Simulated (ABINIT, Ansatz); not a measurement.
# Calculated records

How the form of the self-energy moves the gap of CsLiMoO4 (F-43m). The structure is cubic, space group F-43m (No. 216). Conventional cell: a = 8.392 Å, b = 8.392 Å, c = 8.392 Å, α = 90.00°, β = 90.00°, γ = 90.00°. Nearest to Cs lie 12 O at 3.49 Å. Li has 4 O at 1.87 Å nearest. Mo has 4 O at 1.76 Å nearest. Nearest to O lie 1 Mo at 1.76 Å and 1 Li at 1.87 Å and 3 Cs at 3.49 Å. Farther neighbours, and contacts between anions beyond the nearest, are not listed. The calculation used RPA screening on LDA, plane waves, norm-conserving pseudopotentials (and 3 further levels or steps) in ABINIT 10.8.3, with cutoff 36 Ha, PseudoDojo scalar-relativistic 0.4.1 standard, norm-conserving, ngkpt (2, 2, 2), nband 122, ecuteps 4.2 Ha, gwcalctyp 2, nfreqre 16, nfreqim 8, inclvkb 2, freqremax 40 eV, spmeth 1, nomegasf 120, shiftk (0, 0, 0), symchi 1, awtr 1, frequency cd, 2×2×2 k-mesh. The G0W0, Godby-Needs plasmon pole is 6.157 eV, the G0W0, Hybertsen-Louie plasmon pole is 6.472 eV and the G0W0, Engel-Farid plasmon pole is 6.148 eV. The one-shot Hartree-Fock is 13.180 eV. The G0W0, contour deformation is 6.175 eV. The known limits are short of the basis limit; no spin-orbit coupling; coarse k mesh. It took 8 runs, 5.6 min in all on 4 MPI ranks of Arm Neoverse V1, shared host. G0W0, Hybertsen-Louie plasmon pole: +0.315 eV against G0W0, Godby-Needs plasmon pole. G0W0, Engel-Farid plasmon pole: −0.009 eV against G0W0, Godby-Needs plasmon pole. The program's warnings: Min real frequency set to default [Ha] = and nproc spkpt=  >= nkpt= * nsppol=. The cell and positions are those that the Materials Project relaxed with its own functionals (PBE, PBE+U or r2SCAN), kept fixed. Limits: no spin-orbit coupling. The 2×2×2 mesh is coarse for this cell, which bears on the long-range parts of exchange and screening.

[Paths, hosts, dates, memory and timing lines, banners, echoed tables and standing remarks are left out of the program output; an Ansatz launch command may be rebuilt from the run's recorded settings. Measured values are a selection of at most five: reports struck by readers or far from the other reports are left out. None is set beside runs whose start may be inverted or whose files or cutoffs have a known fault.]

[Runs of the session that timed out or met a known fault of the program may be left out.]

[Hosts, paths, dates, database ids (printed as entryN), source tags and the programs' standing remarks are cut or masked in the printed files.]

[G0W0 gaps are taken among the corrected bands and points alone; a level outside them can change the order at an edge.]

[Where Ansatz stands beside ABINIT at settings called matched, ABINIT's density can come from a denser mesh and the files from another edition; pairs whose starting gaps differed by over 0.03 eV were left out, so agreement reads better than it is.]
